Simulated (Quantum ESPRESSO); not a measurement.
# Collinear magnetic orders of MnH2O2 (Pyrochroite) with Quantum ESPRESSO

Does MnH2O2 (Pyrochroite) prefer parallel or opposed moments?

Method: PBEsol with U = 4 eV on Mn d (ortho-atomic projectors); plane waves with GBRV 1.5 PBEsol potentials, no spin-orbit coupling, in Quantum ESPRESSO 7.5.

## (1) The starting structure

The structure is trigonal, space group P-3m1 (No. 164). The conventional cell has a = 3.250 Å, b = 3.250 Å, c = 4.480 Å, α = 90.00°, β = 90.00°, γ = 120.00°. Mn has 6 O at 2.13 Å nearest. H has 1 O at 0.99 Å nearest. Nearest to O lie 1 H at 0.99 Å and 3 Mn at 2.13 Å. Farther neighbours and most contacts between anions are not listed.

The cell comes from the Crystallography Open Database.

## (2) Run 1 (ferro +)

The signs are those of the starting moments on the seeded atoms, the atoms that are given a moment.

Input file pw.in:

```
&CONTROL
  calculation = 'scf'
  prefix = 'pwscf'
  outdir = './tmp'
  pseudo_dir = './pseudo'
  disk_io = 'nowf'
/
&SYSTEM
  ibrav = 0
  nat = 5
  ntyp = 3
  ecutwfc = 40
  ecutrho = 280
  nbnd = 25
  occupations = 'smearing'
  smearing = 'fd'
  degauss = 0.00367493
  nspin = 2
  starting_magnetization(1) = 0.3
  starting_magnetization(2) = 0
  starting_magnetization(3) = 0
/
&ELECTRONS
  conv_thr = 1d-08
  electron_maxstep = 150
  mixing_beta = 0.3
/
ATOMIC_SPECIES
Mn     54.9380 mn_pbesol_v1.5.uspp.F.UPF
H       1.0080 h_pbesol_v1.4.uspp.F.UPF
O      15.9990 o_pbesol_v1.2.uspp.F.UPF
CELL_PARAMETERS angstrom
   3.2500000000    0.0000000000    0.0000000000
  -1.6250000000    2.8145825623    0.0000000000
   0.0000000000    0.0000000000    4.4800000000
ATOMIC_POSITIONS crystal
Mn      0.0000000000    0.0000000000    0.0000000000
H       0.3333333333    0.6666666667    0.4460000000
H       0.6666666667    0.3333333333    0.5540000000
O       0.3333333333    0.6666666667    0.2260000000
O       0.6666666667    0.3333333333    0.7740000000
K_POINTS automatic
8 8 4 0 0 0
HUBBARD {ortho-atomic}
U Mn-3d 4.0000
```

Launch:

```
OMP_NUM_THREADS=1 mpirun -n 4 pw.x -nk 4 -in pw.in > pw.out
```

The log of the run:

```text
Program PWSCF v.7.5 starts

     Message from routine setup:
     using ibrav=0 with symmetry is DISCOURAGED, use correct ibrav instead

     K-points division:     npool     =       4
     Subspace diagonalization in iterative solution of the eigenvalue problem:

     G-vector sticks info
     --------------------
     sticks:   dense  smooth     PW     G-vecs:    dense   smooth      PW
     Sum         733     421    121                21873     9455    1639

     Using Slab Decomposition

     bravais-lattice index     =            0
     lattice parameter (alat)  =       6.1416  a.u.
     unit-cell volume          =     276.5489 (a.u.)^3
     number of atoms/cell      =            5
     number of atomic types    =            3
     number of electrons       =        29.00
     number of Kohn-Sham states=           25
     kinetic-energy cutoff     =      40.0000  Ry
     charge density cutoff     =     280.0000  Ry
     scf convergence threshold =      1.0E-08
     mixing beta               =       0.3000
     number of iterations used =            8  plain     mixing
     Exchange-correlation= SLA  PW   PSX  PSC
                           (   1   4  10   8   0   0   0)
     Hubbard projectors: ortho-atomic
     Hubbard parameters of DFT+U (Dudarev formulation) in eV:
     U(Mn-3d) =  4.0000

     Internal variables: lda_plus_u =T, lda_plus_u_kind = 0

     Internal variables: orbital_resolved =F, hub_pot_fix =F, apply_U = F

     celldm(1)=   6.141610  celldm(2)=   0.000000  celldm(3)=   0.000000
     celldm(4)=   0.000000  celldm(5)=   0.000000  celldm(6)=   0.000000

     crystal axes: (cart. coord. in units of alat)
               a(1) = (   1.000000   0.000000   0.000000 )
               a(2) = (  -0.500000   0.866025   0.000000 )
               a(3) = (   0.000000   0.000000   1.378462 )

     reciprocal axes: (cart. coord. in units 2 pi/alat)
               b(1) = (  1.000000  0.577350 -0.000000 )
               b(2) = (  0.000000  1.154701  0.000000 )
               b(3) = (  0.000000 -0.000000  0.725446 )

     PseudoPot. # 1 for Mn read from file:
     mn_pbesol_v1.5.uspp.F.UPF
     Pseudo is Ultrasoft + core correction, Zval = 15.0
     Generated by new atomic code, or converted to UPF format
     Using radial grid of  859 points,  6 beta functions with:
                l(1) =   0
                l(2) =   0
                l(3) =   1
                l(4) =   1
                l(5) =   2
                l(6) =   2
     Q(r) pseudized with  8 coefficients,  rinner =    0.950   0.950   0.950
                                                       0.950   0.950

     PseudoPot. # 2 for H  read from file:
     h_pbesol_v1.4.uspp.F.UPF
     Pseudo is Ultrasoft, Zval =  1.0
     Generated by new atomic code, or converted to UPF format
     Using radial grid of  615 points,  2 beta functions with:
                l(1) =   0
                l(2) =   0
     Q(r) pseudized with  8 coefficients,  rinner =    0.700

     PseudoPot. # 3 for O  read from file:
     o_pbesol_v1.2.uspp.F.UPF
     Pseudo is Ultrasoft + core correction, Zval =  6.0
     Generated by new atomic code, or converted to UPF format
     Using radial grid of  737 points,  5 beta functions with:
                l(1) =   0
                l(2) =   0
                l(3) =   1
                l(4) =   1
                l(5) =   2
     Q(r) pseudized with  8 coefficients,  rinner =    0.900   0.900   0.900
                                                       0.900   0.900

     atomic species   valence    mass     pseudopotential
     Mn               15.00    54.93800     Mn( 1.00)
     H                 1.00     1.00800     H ( 1.00)
     O                 6.00    15.99900     O ( 1.00)

     Starting magnetic structure
     atomic species   magnetization
     Mn              0.300
     H               0.000
     O               0.000

     12 Sym. Ops., with inversion, found

   Cartesian axes

     site n.     atom                  positions (alat units)
         1        Mn     tau(   1) = (   0.0000000   0.0000000   0.0000000  )
         2        H      tau(   2) = (  -0.0000000   0.5773503   0.6147938  )
         3        H      tau(   3) = (   0.5000000   0.2886751   0.7636677  )
         4        O      tau(   4) = (  -0.0000000   0.5773503   0.3115323  )
         5        O      tau(   5) = (   0.5000000   0.2886751   1.0669292  )

     number of k points=    35  Fermi-Dirac smearing, width (Ry)=  0.0037
                       cart. coord. in units 2pi/alat
        k(    1) = (   0.0000000   0.0000000   0.0000000), wk =   0.0039062
        k(    2) = (   0.0000000   0.0000000   0.1813616), wk =   0.0078125
        k(    3) = (   0.0000000   0.0000000  -0.3627232), wk =   0.0039062
        k(    4) = (   0.0000000   0.1443376   0.0000000), wk =   0.0234375
        k(    5) = (   0.0000000   0.1443376   0.1813616), wk =   0.0234375
        [... 30 further k-points ...]

     Dense  grid:    21873 G-vectors     FFT dimensions: (  36,  36,  45)

     Smooth grid:     9455 G-vectors     FFT dimensions: (  25,  25,  36)

     Check: negative core charge=   -0.000036
     Generating pointlists ...
     new r_m :   0.2706 (alat units)  1.6620 (a.u.) for type    1
     new r_m :   0.1251 (alat units)  0.7683 (a.u.) for type    2
     new r_m :   0.1251 (alat units)  0.7683 (a.u.) for type    3

     Initial potential from superposition of free atoms

     starting charge      28.4999, renormalised to      29.0000

     STARTING HUBBARD OCCUPATIONS:

     =================== HUBBARD OCCUPATIONS ===================
     ------------------------ ATOM    1 ------------------------
     Tr[ns(  1)] (up, down, total) =   5.00000  0.00000  5.00000
     Atomic magnetic moment for atom   1 =   5.00000
     [... lines left out ...]
     Number of occupied Hubbard levels =    5.0000

     Atomic wfc used for Hubbard projectors are orthogonalized

     Starting wfcs are   23 randomized atomic wfcs +    2 random wfcs

     Self-consistent Calculation

     iteration #  1     ecut=    40.00 Ry     beta= 0.30
     Davidson diagonalization with overlap
     ethr =  1.00E-02,  avg # of iterations =  4.8

     =================== HUBBARD OCCUPATIONS ===================
     ------------------------ ATOM    1 ------------------------
     Tr[ns(  1)] (up, down, total) =   4.93890  0.15482  5.09372
     Atomic magnetic moment for atom   1 =   4.78408
     [... lines left out ...]
     Number of occupied Hubbard levels =    5.0937

     total energy              =    -277.79786269 Ry
     estimated scf accuracy    <       0.61494280 Ry

     total magnetization       =     5.00 Bohr mag/cell
     absolute magnetization    =     5.00 Bohr mag/cell

     iteration #  2     ecut=    40.00 Ry     beta= 0.30
     Davidson diagonalization with overlap
     ethr =  2.12E-03,  avg # of iterations =  1.7

     total energy              =    -277.88643408 Ry
     estimated scf accuracy    <       0.04426182 Ry

     total magnetization       =     5.00 Bohr mag/cell
     absolute magnetization    =     5.00 Bohr mag/cell

     iteration #  3     ecut=    40.00 Ry     beta= 0.30
     Davidson diagonalization with overlap
     ethr =  1.53E-04,  avg # of iterations =  1.8

     negative rho (up, down):  0.000E+00 4.805E-04

     total energy              =    -277.89244987 Ry
     estimated scf accuracy    <       0.01674527 Ry

     total magnetization       =     5.00 Bohr mag/cell
     absolute magnetization    =     5.00 Bohr mag/cell

     [... further iterations left out ...]

     iteration #  7     ecut=    40.00 Ry     beta= 0.30
     Davidson diagonalization with overlap
     ethr =  3.29E-08,  avg # of iterations =  2.0

     negative rho (up, down):  0.000E+00 5.881E-04

     total energy              =    -277.89321024 Ry
     estimated scf accuracy    <       0.00000048 Ry

     total magnetization       =     5.00 Bohr mag/cell
     absolute magnetization    =     5.00 Bohr mag/cell

     iteration #  8     ecut=    40.00 Ry     beta= 0.30
     Davidson diagonalization with overlap
     ethr =  1.64E-09,  avg # of iterations =  2.0

     negative rho (up, down):  0.000E+00 5.881E-04

     total energy              =    -277.89321048 Ry
     estimated scf accuracy    <       0.00000022 Ry

     total magnetization       =     5.00 Bohr mag/cell
     absolute magnetization    =     5.00 Bohr mag/cell

     iteration #  9     ecut=    40.00 Ry     beta= 0.30
     Davidson diagonalization with overlap
     ethr =  7.66E-10,  avg # of iterations =  2.0

     negative rho (up, down):  0.000E+00 5.876E-04

     total energy              =    -277.89321064 Ry
     estimated scf accuracy    <       0.00000007 Ry

     total magnetization       =     5.00 Bohr mag/cell
     absolute magnetization    =     5.00 Bohr mag/cell

     iteration # 10     ecut=    40.00 Ry     beta= 0.30
     Davidson diagonalization with overlap
     ethr =  2.43E-10,  avg # of iterations =  2.0

     negative rho (up, down):  0.000E+00 5.873E-04

     Magnetic moment per site  (integrated on atomic sphere of radius R)
     atom   1 (R=0.271)  charge= 12.4164  magn=  4.1958
     atom   2 (R=0.125)  charge=  0.3972  magn=  0.0041
     atom   3 (R=0.125)  charge=  0.3972  magn=  0.0041
     atom   4 (R=0.125)  charge=  2.0095  magn=  0.0347
     atom   5 (R=0.125)  charge=  2.0095  magn=  0.0347

     End of self-consistent calculation

     =================== HUBBARD OCCUPATIONS ===================
     ------------------------ ATOM    1 ------------------------
     Tr[ns(  1)] (up, down, total) =   4.97113  0.25159  5.22272
     Atomic magnetic moment for atom   1 =   4.71953
     [... lines left out ...]
     Number of occupied Hubbard levels =    5.2227

     [... lines left out ...]
     the Fermi energy is     8.4927 ev

!    total energy              =    -277.89321075 Ry
     estimated scf accuracy    <          2.3E-09 Ry
     smearing contrib. (-TS)   =      -0.00000000 Ry
     internal energy E=F+TS    =    -277.89321074 Ry

     The total energy is F=E-TS. E is the sum of the following terms:
     one-electron contribution =    -171.50300742 Ry
     hartree contribution      =      98.29144147 Ry
     xc contribution           =     -42.50206601 Ry
     ewald contribution        =    -162.21786524 Ry
     Hubbard energy            =       0.03828646 Ry

     total magnetization       =     5.00 Bohr mag/cell
     absolute magnetization    =     5.00 Bohr mag/cell

     convergence has been achieved in  10 iterations

=------------------------------------------------------------------------------=
   JOB DONE.
=------------------------------------------------------------------------------=
```

Elapsed: 7.7 s, on 4 MPI ranks of Arm Neoverse V2, shared host; peak memory 0.35 GiB; 31 s of CPU time.

Spin moment in the atom's sphere by atom:

```
atom  spin moment in the atom's sphere (μB)
 Mn1                                   4.20
  H2                                   0.00
  H3                                   0.00
  O4                                   0.03
  O5                                   0.03
```

Read from the output:

- smearing term TS: 5.06e-8 eV
- magnetization: 5 μB
- absolute magnetization: 5 μB
- final state: ferromagnetic

(Part 1 of 2 ends here.)

[Logs and program files are shortened in this print: banners, set-up blocks, solver, clock and traceback lines can be left out without a mark of their own.]

[Logs are printed without paths, hosts, clocks, repeated set-up lines and the standing remarks that a program may print on its own settings, such as how far it seeks lower states.]

[Hosts, paths, dates, database ids (printed as entryN), source tags and the programs' standing remarks are cut or masked in the printed files.]

[Where a cell is said to come from a database of computed structures, the database is the Materials Project.]
